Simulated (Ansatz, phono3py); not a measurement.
**Heat carried by phonons in NaCl (Fm-3m)**

How well does the lattice of NaCl conduct heat?

What experiment has found for this phase:
- thermal conductivity 7.1 W/m/K near room temperature (given in “Combining the AFLOW GIBBS and Elastic Libraries to efficiently and robustly screen thermo-mechanical properties of solids”, 2017, arXiv:1611.05714)
- thermal conductivity 7.1 W/m/K near room temperature (given in “Predicting the lattice thermal conductivity of solids by solving the Boltzmann transport equation: AFLOW - AAPL an automated, accurate and efficient framework”, 2017, arXiv:1611.05481)

Method: DFT PBEsol, scalar-relativistic, plane waves, PAW; PAW set soft_1, in Ansatz 0.2.0.

Report form: the programs' logs are mostly left out.

The database entry behind the starting cell differs from later determinations by our own check (an axis about 0.4 % short against later determinations), so it need not match the best structure at ambient conditions.

### Step 1. Set-up

It takes space group Fm-3m (No. 225, cubic). The conventional cell has a = 5.620 Å, b = 5.620 Å, c = 5.620 Å, α = 90.00°, β = 90.00°, γ = 90.00°. Na has 6 Cl at 2.81 Å nearest. Cl has 6 Na at 2.81 Å nearest. Farther neighbours and most contacts between anions are not listed.

As a file:

```cif
data_structure
_symmetry_space_group_name_H-M 'Fm-3m'
_symmetry_Int_Tables_number 225
_cell_length_a 5.6200
_cell_length_b 5.6200
_cell_length_c 5.6200
_cell_angle_alpha 90.000
_cell_angle_beta 90.000
_cell_angle_gamma 90.000
_cell_volume 177.50
loop_
_atom_site_label
_atom_site_type_symbol
_atom_site_symmetry_multiplicity
_atom_site_Wyckoff_symbol
_atom_site_fract_x
_atom_site_fract_y
_atom_site_fract_z
_atom_site_occupancy
Na1 Na 4 a 0.00000 0.00000 0.00000 1
Cl1 Cl 4 b 0.50000 0.00000 0.00000 1
```

### Step 2. A first coarse run

A cheap single point shows whether the cell is a metal or an insulator and how far it is from rest; that sets the k-mesh and the occupations of what follows.

input.yaml

```yaml
crystal:
  lattice:
    - [0.0, 2.81, 2.81]
    - [2.81, 0.0, 2.81]
    - [2.81, 2.81, 0.0]
  atoms:
    - { symbol: Na, position: [0.0, 0.0, 0.0] }
    - { symbol: Cl, position: [0.5, 0.5, 0.5] }
kpoints:
  mp_grid: { grid: [6, 6, 6] }
hamiltonian:
  xc: pbesol
  pseudopotentials: { kind: paw, azcp: { folder: soft_1 }, xc_functional: pbe }
scf:
  occupations: { method: gaussian, width: 0.1 }
  lower_state_search: "off"
output:
  forces: true
  stress: true
  eigenvalues: true
```

Started as:

```
ansatz run input.yaml --threads 8 --pin off --max-ram 19456MiB --backend cpu --events-out ev --progress --plain --runs-dir out
```

Run time: 1.7 s. Hardware: 8 threads of Arm Neoverse V1, shared host; peak memory 0.34 GiB; 1.9 s of CPU time.

This step gave:

```yaml
pressure: -0.2433 GPa
gap_on_the_k_mesh: 4.976 eV
volume_per_atom: 22.19 Å³/atom
```

The start is under -0.24 GPa at this level and looks like an insulator or semiconductor on this mesh.

### Step 3. Finding the static equilibrium

Phonons are second derivatives about a minimum, so cell and atoms are relaxed first, inside the symmetry of the start.

input.yaml, the sections that differ from step 2:

```yaml
kpoints:
  mp_grid: { grid: [8, 8, 8] }
scf:
  occupations: { method: gaussian, width: 0.02 }
  lower_state_search: "off"
output:
  forces: true
  stress: true
  eigenvalues: true
  write_density: true
  write_potential: true
  elf: true
  volumetric_format: npy
relax:
  adjacent_minimum: "off"
  f_tol: 0.005
  max_steps: 80
  cell: { stress_tol: 0.05 }
# crystal, hamiltonian: as in step 2
```

It took 1.4 s on 8 threads; peak memory 0.39 GiB.

The steps of the relaxation:

```csv
step,energy less that of the first step (eV),largest force component (eV/Å),pressure (GPa),volume (Å³)
1,0.0000,0.0000,-0.24,44.38
2,-0.0003,0.0000,-0.08,44.10
3,-0.0003,0.0000,0.00,43.95
4*,-0.0003,0.0000,0.00,43.95
```

Relaxation steps marked * repeat the geometry before them on a plane-wave basis chosen anew for their cell, so energy and pressure can jump there.

Forces are held to the 48 operations that the run works with; a distortion that breaks them can't arise in this run.

```csv
"conventional cell, symmetrised",before,after,change
a (Å),5.620,5.602,-0.3 %
b (Å),5.620,5.602,-0.3 %
c (Å),5.620,5.602,-0.3 %
volume (Å³/atom),22.19,21.97,-1.0 %
```

Final coordinates:

```xyz
2
Lattice="0.0000 2.8009 2.8009 2.8009 0.0000 2.8009 2.8009 2.8009 0.0000" Properties=species:S:1:pos:R:3 pbc="T T T"
Na    0.0000    0.0000    0.0000
Cl    2.8009    2.8009    2.8009
```

Numbers from this step:

- pressure: 0.001861 GPa
- gap on the k-mesh: 5.013 eV
- volume per atom: 21.97 Å³/atom

Valence density in the ac plane of the conventional cell at fractional y = 0.000, with atoms of Na and Cl within 0.2 Å of it. It is the smooth field of the valence electrons, not physical close to the nuclei.

Ten steps, logarithmic in the rise over the least value, from '_' (0 e/Å³) to '@' (20 e/Å³), each cell a mean:
```
@@**::__..::========--..____==%%
++--______::--======::..____..==
..________..::::--::..__________
______________......____________
::..________________________....
----::________::::..______..::--
====--..____--**##++..__..::====
--==--::__..++@@@@##::__..--====
====--..____==%%@@**::__..::====
====::..____..==++--______::--==
--::..__________..________..::::
....__________________________..
____________....::..____________
::..______..::------::________::
##++..__..::========--..____--**
@@##::__..--====--==--::__..++@@
```
Columns run along a (5.6 Å), rows up along c (5.6 Å), edges of the conventional cell, whose origin can differ from the input's. Atoms in or near the plane, at fractional coordinates: Na at (0.00, 0.00), Na at (0.50, 0.50), Cl at (0.50, 0.00), Cl at (0.00, 0.50).

ELF in the ac plane of the conventional cell at fractional y = 0.000, with atoms of Na and Cl within 0.2 Å of it. It is the smooth field of the valence electrons, not physical close to the nuclei.

Values, 16 rows by 16 columns, each cell a mean:
```
0.45 0.55 0.26 0.08 0.54 0.83 0.83 0.59 0.50 0.77 0.86 0.74 0.25 0.10 0.47 0.49
0.50 0.38 0.09 0.07 0.46 0.77 0.85 0.83 0.82 0.86 0.83 0.65 0.20 0.04 0.25 0.47
0.11 0.06 0.02 0.05 0.26 0.59 0.77 0.83 0.84 0.81 0.70 0.42 0.10 0.02 0.04 0.10
0.26 0.24 0.16 0.07 0.08 0.26 0.46 0.54 0.55 0.51 0.35 0.13 0.04 0.10 0.20 0.25
0.75 0.70 0.55 0.26 0.07 0.05 0.07 0.08 0.09 0.08 0.05 0.03 0.13 0.42 0.65 0.74
0.86 0.85 0.78 0.55 0.16 0.02 0.09 0.26 0.30 0.18 0.04 0.05 0.35 0.70 0.83 0.86
0.70 0.82 0.85 0.70 0.24 0.06 0.38 0.55 0.53 0.50 0.18 0.08 0.51 0.81 0.86 0.77
0.32 0.70 0.86 0.75 0.26 0.11 0.50 0.45 0.34 0.53 0.30 0.09 0.55 0.84 0.82 0.50
0.50 0.77 0.86 0.74 0.25 0.10 0.47 0.49 0.45 0.55 0.26 0.08 0.54 0.83 0.83 0.59
0.82 0.86 0.83 0.65 0.20 0.04 0.25 0.47 0.50 0.38 0.09 0.07 0.46 0.77 0.85 0.83
0.84 0.81 0.70 0.42 0.10 0.02 0.04 0.10 0.11 0.06 0.02 0.05 0.26 0.59 0.77 0.83
0.55 0.51 0.35 0.13 0.04 0.10 0.20 0.25 0.26 0.24 0.16 0.07 0.08 0.26 0.46 0.54
0.09 0.08 0.05 0.03 0.13 0.42 0.65 0.74 0.75 0.70 0.55 0.26 0.07 0.05 0.07 0.08
0.30 0.18 0.04 0.05 0.35 0.70 0.83 0.86 0.86 0.85 0.78 0.55 0.16 0.02 0.09 0.26
0.53 0.50 0.18 0.08 0.51 0.81 0.86 0.77 0.70 0.82 0.85 0.70 0.24 0.06 0.38 0.55
0.34 0.53 0.30 0.09 0.55 0.84 0.82 0.50 0.32 0.70 0.86 0.75 0.26 0.11 0.50 0.45
```
Columns run along a (5.6 Å), rows up along c (5.6 Å), edges of the conventional cell, whose origin can differ from the input's. Atoms in or near the plane, at fractional coordinates: Na at (0.00, 0.00), Na at (0.50, 0.50), Cl at (0.50, 0.00), Cl at (0.00, 0.50).

Electrostatic potential energy in the ac plane of the conventional cell at fractional y = 0.000, with atoms of Na and Cl within 0.2 Å of it. With pseudopotentials it is smooth inside the atoms' cores, unlike the true potential.

Ten even steps from '0' (-70 eV) to '9' (7 eV), each cell a mean:
```
0389985444799961
5799997556999986
9999999889999999
9999999999999999
9999999999999999
7899999889999997
4589997326999964
4479995002899854
4479996103899854
5699998657999975
8999999999999998
9999999999999999
9999999999999999
8999999778999998
2699996445899973
0289985444799950
```
Columns run along a (5.6 Å; values clipped at the 3rd and 97th percentile), rows up along c (5.6 Å), edges of the conventional cell, whose origin can differ from the input's. Atoms in or near the plane, at fractional coordinates: Na at (0.00, 0.00), Na at (0.50, 0.50), Cl at (0.50, 0.00), Cl at (0.00, 0.50).

### Step 4. Relaxing to small residual forces and stress

The thresholds are tightened for a last relaxation ahead of the phonons, and where mesh or smearing change with them the cell follows.

input.yaml

```yaml
crystal:
  lattice:
    - [0.0, 2.800917063, 2.800917063]
    - [2.800917063, 0.0, 2.800917063]
    - [2.800917063, 2.800917063, 0.0]
  atoms:
    - { symbol: Na, position: [0.0, 0.0, 0.0] }
    - { symbol: Cl, position: [0.5, 0.5, 0.5] }
kpoints:
  mp_grid: { grid: [9, 9, 9] }
hamiltonian:
  xc: pbesol
  pseudopotentials: { kind: paw, azcp: { folder: soft_1 }, xc_functional: pbe }
scf:
  occupations: { method: fixed }
  lower_state_search: "off"
output:
  forces: true
  stress: true
  eigenvalues: true
relax:
  adjacent_minimum: "off"
  f_tol: 0.001
  max_steps: 60
  cell: { stress_tol: 0.01 }
```

Run time: 0.87 s. Hardware: 8 threads; peak memory 0.38 GiB; 3.6 s of CPU time.

Little changed from the start: no atom moved by 0.005 Å and no cell edge by 0.1 %.

Numbers from this step:

```yaml
pressure: 0.001811 GPa
```

The residual pressure is 0.0018 GPa, small enough for phonons.

### Step 5. An input with a fault

This input was changed on purpose, to see how the program answers.

input.yaml, the sections that differ from step 4:

```yaml
kpoints:
  mp_grid: { grid: [6, 6, 6] }
scf:
  occupations: { method: fixed }
  lower_state_search: "off"
  max_iter: 60
output:
  eigenvalues: true
phonons:
  supercell: [2, 2, 2]
  dielectric: false
  third_order: { supercell: [2, 2, 2], pair_cutoff: 2.951 }
  lattice_thermal_conductivity:
    qmesh: [9, 9, 9]
    temperatures: [300]
    isotope_mass_variance:
      - { species: Cl, variance: 0.0005827 }
      - { species: Na, variance: 0.0 }
    delta_function: { method: gaussian }
# crystal, hamiltonian: as in step 4
# relax: removed
```

Run time: 0.03 s. Hardware: 8 threads; peak memory 0.04 GiB.

The input was rejected at the start.

The program's message: “Error: invalid value for `phonons.lattice_thermal_conductivity.delta_function.standard_deviation`: required by method: gaussian — the width has no default, since the result must be converged in it; se …”

The fault put into the input: a Gaussian without its width.

### Step 6. A cheap rung, third order supercell 2×2×2, atoms in the supercell 16

A small supercell and a short cutoff cost little, and show how far such settings carry.

input.yaml, the sections that differ from step 5:

```yaml
scf:
  occupations: { method: fixed }
  lower_state_search: "off"
phonons:
  method: fd
  dielectric: true
  supercell: [2, 2, 2]
  temperatures: { t_max: 1000, t_step: 50 }
  qpath:
    path:
      - [[0.0, 0.0, 0.0], [0.5, 0.0, 0.5], [0.625, 0.25, 0.625]]
      - [[0.375, 0.375, 0.75], [0.0, 0.0, 0.0], [0.5, 0.5, 0.5], [0.5, 0.25, 0.75], [0.5, 0.0, 0.5]]
    npoints: 10
  third_order: { supercell: [2, 2, 2], pair_cutoff: 2.951 }
  lattice_thermal_conductivity:
    qmesh: [11, 11, 11]
    temperatures: [100.0, 150.0, 200.0, 300.0, 400.0, 500.0, 600.0, 800.0]
    isotope_mass_variance:
      - { species: Cl, variance: 0.0005827 }
      - { species: Na, variance: 0.0 }
# crystal, kpoints, hamiltonian, output: as in step 5
```

The job ended after 69 s (8 threads; peak memory 1.4 GiB; 8.5 min of CPU time).

This step gave:

| Property | Result |
| --- | --- |
| Γ frequencies | 0, 0, 0, 166.3, 166.3, 166.3 cm⁻¹ (negative: imaginary) |
| lowest frequency on the path | 0 cm⁻¹ |
| zero-point energy | 0.05291 eV/cell |
| point group | m-3m |
| highest frequency | 254.9 cm⁻¹ |
| Debye temperature from the second moment | 276 K |
| κ at 300 K (relaxation time) | 12.26 W/m/K |
| κ at 300 K (full solution) | 12.78 W/m/K |
| dipole term | run |
| mean free path at half of κ | 26 nm |
| share of κ above the three lowest branches | 0.097 |
| third-order blocks | 38 |
| periodic aliases dropped | 0 |
| largest relative sum-rule correction | 0.03568 |
| displaced cells, third order | 26 |

W/m/K. Kappa, by row:

```csv
T (K),RTA xx,RTA yy,RTA zz,full xx,full yy,full zz,coherence part xx,coherence part yy,coherence part zz,ending,iterations,least Ritz value
100,34.62,34.62,34.62,35.95,35.95,35.95,0.02161,0.02161,0.02161,converged,9,0.544
150,23.36,23.36,23.36,24.3,24.3,24.3,0.0383,0.0383,0.0383,converged,9,0.527
200,17.86,17.86,17.86,18.59,18.59,18.59,0.05293,0.05293,0.05293,converged,9,0.517
300,12.26,12.26,12.26,12.78,12.78,12.78,0.07792,0.07792,0.07792,converged,9,0.507
400,9.39,9.39,9.39,9.789,9.789,9.789,0.09898,0.09898,0.09898,converged,9,0.502
500,7.635,7.635,7.635,7.961,7.961,7.961,0.1171,0.1171,0.1171,converged,9,0.499
600,6.449,6.449,6.449,6.725,6.725,6.725,0.1329,0.1329,0.1329,converged,9,0.497
800,4.948,4.948,4.948,5.159,5.159,5.159,0.1588,0.1588,0.1588,converged,9,0.494
```

This rung gives 12.3 W/(m K) at 300 K by relaxation time, but with 16 atoms, 1 neighbour distance inside the cutoff and a 11×11×11 mesh it is a test, not the conductivity of the crystal.

### Step 7. Third-order constants on small settings, third order supercell 3×3×3, atoms in the supercell 54

input.yaml: that of step 6 with these lines changed.

```diff
@@ -21,3 +21,3 @@
   dielectric: true
-  supercell: [2, 2, 2]
+  qmesh: [6, 6, 6]
   temperatures: { t_max: 1000, t_step: 50 }
@@ -28,5 +28,5 @@
     npoints: 10
-  third_order: { supercell: [2, 2, 2], pair_cutoff: 2.951 }
+  third_order: { supercell: [3, 3, 3], pair_cutoff: 2.951 }
   lattice_thermal_conductivity:
-    qmesh: [11, 11, 11]
+    qmesh: [19, 19, 19]
     temperatures: [100.0, 150.0, 200.0, 300.0, 400.0, 500.0, 600.0, 800.0]
```

Wall time 7.6 min (8 threads); peak memory 9 GiB; 57 min of CPU time.

This step gave:

```
zero-point energy                          : 0.05292 eV/cell
κ at 300 K (relaxation time)               : 10.2 W/m/K
κ at 300 K (full solution)                 : 11.02 W/m/K
mean free path at half of κ                : 21.3 nm
share of κ above the three lowest branches : 0.093
largest relative sum-rule correction       : 0.03306
```

W/m/K. Kappa, by row:

```csv
T (K),RTA xx,RTA yy,RTA zz,full xx,full yy,full zz,coherence part xx,coherence part yy,coherence part zz,ending,iterations,least Ritz value
100,29.52,29.52,29.52,31.46,31.46,31.46,0.0442,0.0442,0.0442,converged,9,0.483
150,19.72,19.72,19.72,21.15,21.15,21.15,0.06831,0.06831,0.06831,converged,10,0.465
200,14.97,14.97,14.97,16.12,16.12,16.12,0.08454,0.08454,0.08454,converged,10,0.455
300,10.2,10.2,10.2,11.02,11.02,11.02,0.1068,0.1068,0.1068,converged,10,0.444
400,7.777,7.777,7.777,8.412,8.412,8.412,0.1238,0.1238,0.1238,converged,10,0.439
500,6.306,6.306,6.306,6.826,6.826,6.826,0.1384,0.1384,0.1384,converged,10,0.435
600,5.318,5.318,5.318,5.758,5.758,5.758,0.1512,0.1512,0.1512,converged,10,0.433
800,4.075,4.075,4.075,4.411,4.411,4.411,0.1726,0.1726,0.1726,converged,10,0.43
```

This rung gives 10.2 W/(m K) at 300 K by relaxation time, but with 54 atoms, 1 neighbour distance inside the cutoff and a 19×19×19 mesh it is a test, not the conductivity of the crystal.

### Step 8. The ladder

Ladder, by row:

```csv
cells or q mesh,k mesh,pair cutoff,atoms in the supercell,q-mesh of the transport sums,κ at 300 K (relaxation time) (W/m/K),κ at 300 K (full solution) (W/m/K),core-minutes
2x2x2,6x6x6,2.951,16,11×11×11,12.26,12.78,8.5
6x6x6,6x6x6,2.951,54,19×19×19,10.2,11.02,57.4
```

### Step 9. Results

| Item | Value |
| --- | --- |
| conductivity | not obtained on sound settings |

No conductivity was obtained: no run with a large enough supercell and cutoff finished.

[Logs are printed without paths, hosts, clocks, repeated set-up lines and the standing remarks that a program may print on its own settings, such as how far it seeks lower states.]

[Hosts, paths, dates, database ids (printed as entryN), source tags and the programs' standing remarks are cut or masked in the printed files.]

[A step with changed settings may run another functional than the one named; its input shows which.]
